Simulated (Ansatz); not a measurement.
# Ba on W(110): change of the work function

Aim: the work function of W(110) at several coverages of Ba (hollow site), and the dipole that each adsorbate carries.

Calculated with Ansatz 0.2.0; plane-wave DFT, PBE, Ansatz PAW.

## 1. Starting point

The cell holds 4 atoms: 4 W. Cell: a = 2.737 Å, b = 2.737 Å, c = 24.703 Å, α = 90.0°, β = 90.0°, γ = 70.5°. Vacuum lies along c.

## 2. The clean slab

The bare slab comes first, as the zero from which every change is counted. The two lowest layers are held at bulk places and the upper ones relax. The dipole correction removes the false field that a one-sided slab makes across the periodic vacuum, so each face gets a flat vacuum level of its own.

File input.yaml:

```yaml
crystal:
  lattice:
    - [2.2344574285, -1.58, 0.0]
    - [2.2344574285, 1.58, 0.0]
    - [0.0, 0.0, 24.7033722856]
  atoms:
    - { symbol: W, position: [0.0, 0.0, 0.3643227287] }
    - { symbol: W, position: [0.5, 0.5, 0.4547742429] }
    - { symbol: W, position: [0.0, 0.0, 0.5452257571] }
    - { symbol: W, position: [0.5, 0.5, 0.6356772713] }
kpoints:
  mp_grid: { grid: [12, 12, 1] }
hamiltonian:
  xc: pbe
scf:
  occupations: { method: fermi_dirac, width: 0.1 }
  convergence: { dr2_threshold: 1.0e-08 }
efield:
  axis: 3
  dipole_correction: true
  ramp_position: 0.97
  ramp_width: 0.06
relax:
  f_tol: 0.02
  max_steps: 60
  constraints: [{ sites: [0, 1] }]
output:
  write_potential: true
  write_density: true
  volumetric_format: npy
```

Command:

```console
ansatz run input.yaml --threads 4 --pin off --max-ram 16384MiB --backend cpu --events-out ev --progress --plain --runs-dir out
```

Numbers of over 12 decimals in the logs are rounded to 6 here.

Output:

```text
Engine: ansatz 0.2.0, aarch64-unknown-linux-gnu
Pseudopotentials: kind: paw
Pseudopotential: W, paw, valence charge 14, recommended cutoff 420 eV (normal), W.paw.azcp
Functional definition: PBE
  parameter kappa = 0.804
  parameter beta = 0.066725
  exchange = pbe_x(kappa = kappa, mu = beta*pi^2/3)
  correlation = pbe_c(beta = beta)
Crystal: 4 atoms, lattice volume = 174.428 Å³
Basis set: ecut = 420 eV, 3461 PW (Γ), exchange–correlation on 40×40×360 points (8 copies of the dense FFT grid, shifted against one another)
Bands: 34, of which v1, the nominal top of the filled ones, is band 28 counted from 1 (27 counted from 0)
Symmetry: 4 space group operations
k-points: 43 of 144
Non-local potential: W, projectors of the file, l = 0: 3, l = 1: 2, l = 2: 2, l = 3: 1
PAW form: soft (Blöchl's): semilocal exchange-correlation on the pseudo side does not see the compensation charge
PAW one-centre angular grid: W, 590 points (default); XC on 64 Gauss nodes
Initial density: superposition of atomic densities (neutral atoms: chi_scale 0, normalization atom), corrected by the library's trained network
Initial wavefunctions: pseudopotential atomic-orbital guess
Functional: x = pbe(κ = 0.804, μ = 0.219515), c = pbe(β = 0.066725)
SCF iter   1: F=—  HF=-41536.547941 eV  |F-HF|=—  |Δ(HF+E_count)|=         —  Δρ=9.69e-3  dr2=1.99e0  ethr=1.77e-3  p=0.000 e·Å  D=4.83e-14 V/Å  ΔV_dip=-0.00 eV  dr2_dipole=2.75e-7  V_vac-E_F(+/−)=5.06/5.06 eV  ⟨swp⟩=7.9  Hψ=15776  notcnv=0  defer=16
efield: sawtooth ramp at fractional position 0.9700 (set: `efield.ramp_position`, or a place that a band, a saddle search or an elastic batch's reference lends), width 0.0600; the density the first Hamiltonian is built on has a dipole p = 0.000 e·Å; the dipole correction subtracts the counter field D = 4.83e-14 V/Å, which shifts the + side's vacuum level by -0.00 eV against the − side's; the planar-averaged density in the ramp window peaks in size at 1.1e-5 e/Å³
automatic band count: the SCF goes on with 40 bands, as 34 were too few: the levels above may hold too much charge
preconditioner: auto → LDOS  [metal: Δε(μ)=0.044 eV  Ē_g=6.098 eV  σ=0.100 eV  W_gap=0.11  n_scr=16 (ndim 8)  ℏωp=13.8 eV  f_vac=0.562  D(μ)=3.18/eV (n_scr^D=14)  β→1.0]
SCF iter   2: F=—  HF=-41536.463454 eV  |F-HF|=—  |Δ(HF+E_count)|=   8.45e-2  Δρ=3.80e-3  dr2=1.53e-1  ethr=1.77e-3  p=-0.000 e·Å  D=-1.41e-5 V/Å  ΔV_dip=0.00 eV  dr2_dipole=9.40e-8  V_vac-E_F(+/−)=4.91/4.91 eV  ⟨swp⟩=2.0  Hψ=2409  notcnv=0  defer=46
SCF iter   3: F=—  HF=-41536.454051 eV  |F-HF|=—  |Δ(HF+E_count)|=   9.40e-3  Δρ=7.33e-4  dr2=4.77e-3  ethr=2.73e-4  p=-0.000 e·Å  D=-5.84e-6 V/Å  ΔV_dip=0.00 eV  dr2_dipole=2.39e-8  V_vac-E_F(+/−)=4.90/4.90 eV  ⟨swp⟩=1.9  Hψ=2195  notcnv=0  defer=48
SCF iter   4: F=—  HF=-41536.453645 eV  |F-HF|=—  |Δ(HF+E_count)|=   4.05e-4  Δρ=2.26e-4  dr2=2.83e-4  ethr=8.51e-6  p=-0.000 e·Å  D=-2.80e-6 V/Å  ΔV_dip=0.00 eV  dr2_dipole=3.72e-9  V_vac-E_F(+/−)=4.90/4.90 eV  ⟨swp⟩=2.2  Hψ=2210  notcnv=0  defer=48
SCF iter   5: F=—  HF=-41536.453613 eV  |F-HF|=—  |Δ(HF+E_count)|=   3.19e-5  Δρ=8.21e-5  dr2=9.88e-6  ethr=5.05e-7  p=-0.000 e·Å  D=-1.59e-6 V/Å  ΔV_dip=0.00 eV  dr2_dipole=4.22e-10  V_vac-E_F(+/−)=4.90/4.90 eV  ⟨swp⟩=2.8  Hψ=2489  notcnv=0  defer=48
SCF iter   6: F=—  HF=-41536.453677 eV  |F-HF|=—  |Δ(HF+E_count)|=   6.37e-5  Δρ=1.85e-5  dr2=1.78e-6  ethr=1.76e-8  p=-0.000 e·Å  D=-3.90e-7 V/Å  ΔV_dip=0.00 eV  dr2_dipole=1.89e-13  V_vac-E_F(+/−)=4.90/4.90 eV  ⟨swp⟩=3.0  Hψ=2817  notcnv=0  defer=46
SCF iter   7: F=—  HF=-41536.453677 eV  |F-HF|=—  |Δ(HF+E_count)|=   1.78e-7  Δρ=5.89e-6  dr2=9.96e-8  ethr=3.18e-9  p=-0.000 e·Å  D=-1.01e-7 V/Å  ΔV_dip=0.00 eV  dr2_dipole=4.45e-13  V_vac-E_F(+/−)=4.90/4.90 eV  ⟨swp⟩=2.1  Hψ=2209  notcnv=0  defer=46
SCF iter   8: F=—  HF=-41536.453677 eV  |F-HF|=—  |Δ(HF+E_count)|=   1.72e-7  Δρ=2.08e-6  dr2=1.13e-8  ethr=1.79e-11  p=-0.000 e·Å  D=-4.92e-8 V/Å  ΔV_dip=0.00 eV  dr2_dipole=1.60e-13  V_vac-E_F(+/−)=4.90/4.90 eV  ⟨swp⟩=12.3  Hψ=12544  notcnv=0
SCF iter   9: F=-41536.453677 eV  HF=-41536.453677 eV  |F-HF|=3.00e-9  |Δ(HF+E_count)|=   2.46e-9  Δρ=6.34e-7  dr2=1.01e-9  ethr=1.79e-11  p=-0.000 e·Å  D=-1.29e-8 V/Å  ΔV_dip=0.00 eV  dr2_dipole=2.00e-15  V_vac-E_F(+/−)=4.90/4.90 eV  ⟨swp⟩=10.8  Hψ=10717  notcnv=0
SCF 1 converged in 9 iterations: F = -41536.453677 eV  dr2 = 1.01e-9
  greatest PAW one-centre occupation: 1.000 electrons in one spin orbital (limit 2), on the W atom at site 0 (counted from 0), in its partial waves of l = 0
relax step   1: F+E_penalty+E_count = -41536.45367728 eV  Δ(F+E_penalty+E_count) = +0.000e0 eV  max|allowed force component| = 6.535e-1 eV/Å  Δτ_max = 0.0000 Å  (9 SCF iters, accepted)
Bands: 40, of which v1, the nominal top of the filled ones, is band 28 counted from 1 (27 counted from 0)
Initial density: handed on by an earlier stage of this run
Initial wavefunctions: those handed on with the density
iter 1 solved again at ethr=9.58e-4 eV; its pass at ethr=3.10e-3 eV (dr2=5.36e-1 eV) is discarded
SCF iter   1: F=—  HF=-41536.451066 eV  |F-HF|=—  |Δ(HF+E_count)|=         —  Δρ=7.55e-3  dr2=5.51e-1  ethr=9.58e-4  p=-0.000 e·Å  D=-4.95e-7 V/Å  ΔV_dip=0.00 eV  dr2_dipole=8.25e-2  V_vac-E_F(+/−)=4.92/4.92 eV  ⟨swp⟩=1.6  Hψ=6453  notcnv=0  defer=49
efield: sawtooth ramp at fractional position 0.9700 (set: `efield.ramp_position`, or a place that a band, a saddle search or an elastic batch's reference lends), width 0.0600; the density the first Hamiltonian is built on has a dipole p = -0.000 e·Å; the dipole correction subtracts the counter field D = -4.95e-7 V/Å, which shifts the + side's vacuum level by +0.00 eV against the − side's; the planar-averaged density in the ramp window peaks in size at 4.2e-6 e/Å³
preconditioner: auto → LDOS  [metal: Δε(μ)=0.008 eV  Ē_g=6.108 eV  σ=0.100 eV  W_gap=0.02  n_scr=16 (ndim 8)  ℏωp=13.8 eV  f_vac=0.561  D(μ)=3.03/eV (n_scr^D=12)  β→1.0]
SCF iter   2: F=—  HF=-41536.439070 eV  |F-HF|=—  |Δ(HF+E_count)|=   1.20e-2  Δρ=5.12e-3  dr2=1.98e-1  ethr=9.58e-4  p=0.007 e·Å  D=7.37e-3 V/Å  ΔV_dip=-0.18 eV  dr2_dipole=2.51e-3  V_vac-E_F(+/−)=4.72/4.90 eV  ⟨swp⟩=2.7  Hψ=2768  notcnv=0  defer=49
SCF iter   3: F=—  HF=-41536.411545 eV  |F-HF|=—  |Δ(HF+E_count)|=   2.75e-2  Δρ=1.14e-3  dr2=8.39e-3  ethr=3.53e-4  p=0.005 e·Å  D=5.11e-3 V/Å  ΔV_dip=-0.13 eV  dr2_dipole=6.86e-5  V_vac-E_F(+/−)=4.79/4.91 eV  ⟨swp⟩=2.4  Hψ=2949  notcnv=0  defer=49
[...]
SCF iter   4: F=—  HF=-41536.466251 eV  |F-HF|=—  |Δ(HF+E_count)|=   1.02e-3  Δρ=1.79e-4  dr2=1.18e-4  ethr=9.14e-6  p=0.004 e·Å  D=3.68e-3 V/Å  ΔV_dip=-0.09 eV  dr2_dipole=5.75e-7  V_vac-E_F(+/−)=4.81/4.90 eV  ⟨swp⟩=2.5  Hψ=2483  notcnv=0  defer=49
SCF iter   5: F=—  HF=-41536.466259 eV  |F-HF|=—  |Δ(HF+E_count)|=   8.38e-6  Δρ=5.43e-5  dr2=8.97e-6  ethr=2.11e-7  p=0.003 e·Å  D=3.19e-3 V/Å  ΔV_dip=-0.08 eV  dr2_dipole=8.65e-7  V_vac-E_F(+/−)=4.82/4.90 eV  ⟨swp⟩=2.2  Hψ=2723  notcnv=0  defer=49
SCF iter   6: F=—  HF=-41536.466316 eV  |F-HF|=—  |Δ(HF+E_count)|=   5.67e-5  Δρ=1.68e-5  dr2=2.41e-6  ethr=1.60e-8  p=0.003 e·Å  D=2.93e-3 V/Å  ΔV_dip=-0.07 eV  dr2_dipole=2.51e-8  V_vac-E_F(+/−)=4.83/4.90 eV  ⟨swp⟩=2.8  Hψ=3011  notcnv=0  defer=49
SCF iter   7: F=—  HF=-41536.466316 eV  |F-HF|=—  |Δ(HF+E_count)|=   9.86e-8  Δρ=6.68e-6  dr2=1.22e-7  ethr=4.30e-9  p=0.003 e·Å  D=2.81e-3 V/Å  ΔV_dip=-0.07 eV  dr2_dipole=1.62e-9  V_vac-E_F(+/−)=4.83/4.90 eV  ⟨swp⟩=2.0  Hψ=2145  notcnv=0  defer=49
SCF iter   8: F=—  HF=-41536.466316 eV  |F-HF|=—  |Δ(HF+E_count)|=   1.35e-7  Δρ=2.67e-6  dr2=2.97e-8  ethr=2.18e-10  p=0.003 e·Å  D=2.77e-3 V/Å  ΔV_dip=-0.07 eV  dr2_dipole=8.21e-10  V_vac-E_F(+/−)=4.83/4.90 eV  ⟨swp⟩=3.0  Hψ=3074  notcnv=0  defer=49
SCF iter   9: F=-41536.466316 eV  HF=-41536.466316 eV  |F-HF|=3.78e-9  |Δ(HF+E_count)|=   1.99e-8  Δρ=7.34e-7  dr2=1.32e-9  ethr=1.79e-11  p=0.003 e·Å  D=2.76e-3 V/Å  ΔV_dip=-0.07 eV  dr2_dipole=4.87e-13  V_vac-E_F(+/−)=4.83/4.90 eV  ⟨swp⟩=11.2  Hψ=11212  notcnv=0
SCF 3 converged in 9 iterations: F = -41536.466316 eV  dr2 = 1.32e-9
relax step   3: F+E_penalty+E_count = -41536.46631625 eV  Δ(F+E_penalty+E_count) = -1.264e-2 eV  max|allowed force component| = 9.000e-2 eV/Å  Δτ_max = 0.0345 Å  (9 SCF iters, accepted)
SCF iter   1: F=—  HF=-41536.467007 eV  |F-HF|=—  |Δ(HF+E_count)|=         —  Δρ=7.95e-4  dr2=4.51e-3  ethr=1.73e-4  p=0.003 e·Å  D=2.76e-3 V/Å  ΔV_dip=-0.07 eV  dr2_dipole=5.29e-4  V_vac-E_F(+/−)=4.83/4.90 eV  ⟨swp⟩=2.1  Hψ=2956  notcnv=0  defer=49
efield: sawtooth ramp at fractional position 0.9700 (set: `efield.ramp_position`, or a place that a band, a saddle search or an elastic batch's reference lends), width 0.0600; the density the first Hamiltonian is built on has a dipole p = 0.003 e·Å; the dipole correction subtracts the counter field D = 2.76e-3 V/Å, which shifts the + side's vacuum level by -0.07 eV against the − side's; the planar-averaged density in the ramp window peaks in size at 2.5e-6 e/Å³
preconditioner: auto → LDOS  [metal: Δε(μ)=0.042 eV  Ē_g=6.069 eV  σ=0.100 eV  W_gap=0.10  n_scr=16 (ndim 8)  ℏωp=13.8 eV  f_vac=0.561  D(μ)=3.08/eV (n_scr^D=14)  β→1.0]
SCF iter   2: F=—  HF=-41536.466780 eV  |F-HF|=—  |Δ(HF+E_count)|=   2.28e-4  Δρ=3.58e-4  dr2=1.22e-3  ethr=8.05e-6  p=0.002 e·Å  D=2.05e-3 V/Å  ΔV_dip=-0.05 eV  dr2_dipole=4.65e-5  V_vac-E_F(+/−)=4.85/4.90 eV  ⟨swp⟩=2.0  Hψ=2582  notcnv=0  defer=49
SCF iter   3: F=—  HF=-41536.466694 eV  |F-HF|=—  |Δ(HF+E_count)|=   8.63e-5  Δρ=1.37e-4  dr2=1.44e-4  ethr=2.17e-6  p=0.002 e·Å  D=2.31e-3 V/Å  ΔV_dip=-0.06 eV  dr2_dipole=1.26e-5  V_vac-E_F(+/−)=4.84/4.90 eV  ⟨swp⟩=2.0  Hψ=2277  notcnv=0  defer=49
SCF iter   4: F=—  HF=-41536.466671 eV  |F-HF|=—  |Δ(HF+E_count)|=   2.26e-5  Δρ=3.26e-5  dr2=6.82e-6  ethr=2.57e-7  p=0.002 e·Å  D=2.20e-3 V/Å  ΔV_dip=-0.05 eV  dr2_dipole=8.21e-7  V_vac-E_F(+/−)=4.84/4.90 eV  ⟨swp⟩=3.4  Hψ=3097  notcnv=0  defer=49
SCF iter   5: F=—  HF=-41536.466723 eV  |F-HF|=—  |Δ(HF+E_count)|=   5.19e-5  Δρ=1.10e-5  dr2=2.53e-7  ethr=1.22e-8  p=0.002 e·Å  D=2.19e-3 V/Å  ΔV_dip=-0.05 eV  dr2_dipole=5.45e-9  V_vac-E_F(+/−)=4.84/4.90 eV  ⟨swp⟩=2.5  Hψ=2375  notcnv=0  defer=49
SCF iter   6: F=—  HF=-41536.466723 eV  |F-HF|=—  |Δ(HF+E_count)|=   2.64e-7  Δρ=4.53e-6  dr2=3.51e-8  ethr=4.52e-10  p=0.002 e·Å  D=2.20e-3 V/Å  ΔV_dip=-0.05 eV  dr2_dipole=1.76e-10  V_vac-E_F(+/−)=4.84/4.90 eV  ⟨swp⟩=2.8  Hψ=3016  notcnv=0  defer=49
SCF iter   7: F=-41536.466723 eV  HF=-41536.466723 eV  |F-HF|=5.62e-9  |Δ(HF+E_count)|=   7.87e-8  Δρ=1.73e-6  dr2=9.37e-9  ethr=1.79e-11  p=0.002 e·Å  D=2.20e-3 V/Å  ΔV_dip=-0.05 eV  dr2_dipole=1.47e-12  V_vac-E_F(+/−)=4.84/4.90 eV  ⟨swp⟩=11.5  Hψ=11417  notcnv=0
SCF 4 converged in 7 iterations: F = -41536.466723 eV  dr2 = 9.37e-9
relax step   4: F+E_penalty+E_count = -41536.46672319 eV  Δ(F+E_penalty+E_count) = -4.069e-4 eV  max|allowed force component| = 1.129e-2 eV/Å  Δτ_max = 0.0139 Å  (7 SCF iters, accepted)
NSCF: frozen V_eff on 43 k-points
the band table was solved once a step of the walk had ended and its energy, with any forces and stress, was formed, with the checks that follow a solve (9077 applications of the Hamiltonian). They found nothing against the state; the energy, forces and stress were not computed again (output.eigenvalues in the input reference)
WARN: The output density's exchange-correlation potential varies sharply where the density is thin. Do not read a vacuum level from v_tot or v_xc, or from such a field of the output density. On a cell that repeats whose density bears no net charge and no dipole along the vacuum's axis use v_es (v_loc + v_h of the components); under efield.dipole_correction with no amplitude use v_es + v_field, which holds any externa [...]
SCF converged after 7 iterations
Free energy (F): -41536.466723 eV
Harris-Foulkes:  -41536.466723 eV  (|F-HF|=5.62e-9)
Internal energy: -41536.366955 eV  (E = F + TS)
E sigma→0 (E₀):  -41536.416839 eV
Entropy (-TS):   -0.099768 eV (-24.942 meV/atom)
Fermi energy:    5.203880 eV
Dipole field:    D = 0.002197 V/Å  (p = 0.002118 e·Å, saw-weighted, corrected)
Work function:   Φ+ = 4.8447 eV   Φ− = 4.8989 eV
Levels:          The Fermi level and band energies are counted from a zero that moves with the ramp; work functions are not
--- Per-component energies (eV) ---
  E_band       = -1291.057252
  E_kinetic    = 1792.505389
  E_local      = -71121.557986  (includes V_loc(G=0)·N_el)
  E_nonlocal   = 4.576205
  E_hartree    = 34741.224857
  E_xc         = -1063.352008
  E_vxc        = -949.335307  (∫ρ·V_xc dr)
  E_paw        = -34249.938996  (= ΣΔE_a)
  E_vpaw       = -499.704010  (= ΣTr[D̂ρ^β])
  E_aug_tail   = -0.000235  (compensation charges beyond the density's cutoff)
  E_efield     = 0.000002  (sawtooth field / dipole correction)
  E_vefield    = -0.001025  (∫n·V_field dr)
  E_ewald      = 28360.175817
  E_smearing   = -0.099768  (= −TS)
  E_closure    = 0.000000  (closes the sum)
  Σ components = -41536.466723   (vs F -41536.466723, Δ=0.00e0)
--- Forces (eV/Å), atoms counted from 1 ---
  atom   1  W      0.00000000     0.00000000     0.36117719
  atom   2  W      0.00000000    -0.00000000    -0.34159745
  atom   3  W      0.00000000    -0.00000000    -0.00830039
  atom   4  W      0.00000000    -0.00000000    -0.01129452
  max |Σ_I F_I| component: 1.52e-5 eV/Å
--- Band table (eV; the first three rows and the last of 43) ---
  k-point 0: bands = [... 24 lower, 3.7540, 3.7892, 3.9762, 4.5401, 4.8127, 5.7605, 6.0199, 6.9297, ... 8 higher]
  k-point 1: bands = [... 24 lower, 3.5720, 3.7614, 4.1231, 4.4811, 4.8136, 5.3411, 6.2452, 6.7515, ... 8 higher]
  k-point 2: bands = [... 24 lower, 3.3977, 3.5331, 3.9616, 4.3822, 4.9156, 5.2947, 6.6226, 6.6532, ... 8 higher]
  k-point 42: bands = [... 24 lower, 3.7933, 5.7375, 5.8442, 6.2645, 6.3571, 6.8712, 7.2505, 8.8378, ... 8 higher]
--- Relaxed structure (4 steps of the walk, 3 accepted, 0 SCFs on fresh bases) ---
  F+E_penalty+E_count = -41536.46672319 eV   max|allowed force component| = 1.129e-2 eV/Å
  atoms:
    - { symbol: W, position: [0.0, 0.0, 0.3643227287] }
    - { symbol: W, position: [0.5, 0.5, 0.4547742429] }
    - { symbol: W, position: [-6.653932873616286e-19, 6.653932873616286e-19, 0.546759] }
    - { symbol: W, position: [0.5, 0.5, 0.635499] }
```

Wall time 22 s (4 threads of Arm Neoverse V2, shared host); peak memory 0.59 GiB.

The steps of the relaxation:

```tsv
step	energy less that of the first step (eV)	largest force component (eV/Å)
1	0.0000	0.6535
2	0.0440	1.3654
3	-0.0126	0.0900
4	-0.0130	0.0113
```

Relaxation step 2 was tried and not accepted.

The run keeps the 4 symmetry operations that it works with, so distortions that break them were not tested.

The atoms that moved most (Å):

```tsv
atom	dx	dy	dz	length
W3	0.000	0.000	0.038	0.038
```

This step gave:

* energy at zero smearing: -41536.4168 eV
* work function, upper face: 4.845 eV
* work function, lower face: 4.899 eV
* dipole along the normal: 0.002118 e·Å
* step between the vacuum levels: -0.05427 eV

Running mean over 2.234 Å of the planar mean; the ramp of the sawtooth is left out. The electron's electrostatic potential energy less the Fermi level by z:

```tsv
z (Å)	electron's electrostatic potential energy less the Fermi level (eV)
4	4.90
5	4.89
6	4.75
7	3.30
8	-5.75
9	-12.2
10	-12.6
11	-12.7
12	-12.5
13	-12.6
14	-13.0
15	-12.9
16	-11.5
17	-2.27
18	4.06
19	4.78
20	4.84
21	4.84
```

The relaxation took 4 steps and lowered the energy by 0.013 eV; the largest force on the free atoms ends at 0.011 eV/Å.

The work function of the upper face is 4.84 eV.

[end of part 1 of 3]

[Logs are printed without paths, hosts, clocks, repeated set-up lines and the standing remarks that a program may print on its own settings, such as how far it seeks lower states.]

[Hosts, paths, dates, database ids (printed as entryN), source tags and the programs' standing remarks are cut or masked in the printed files.]

[Maps of the electrostatic potential energy from Ansatz leave out the sawtooth potential of an applied field or a dipole correction, so their vacuum need not be flat; planar profiles and work functions include it.]
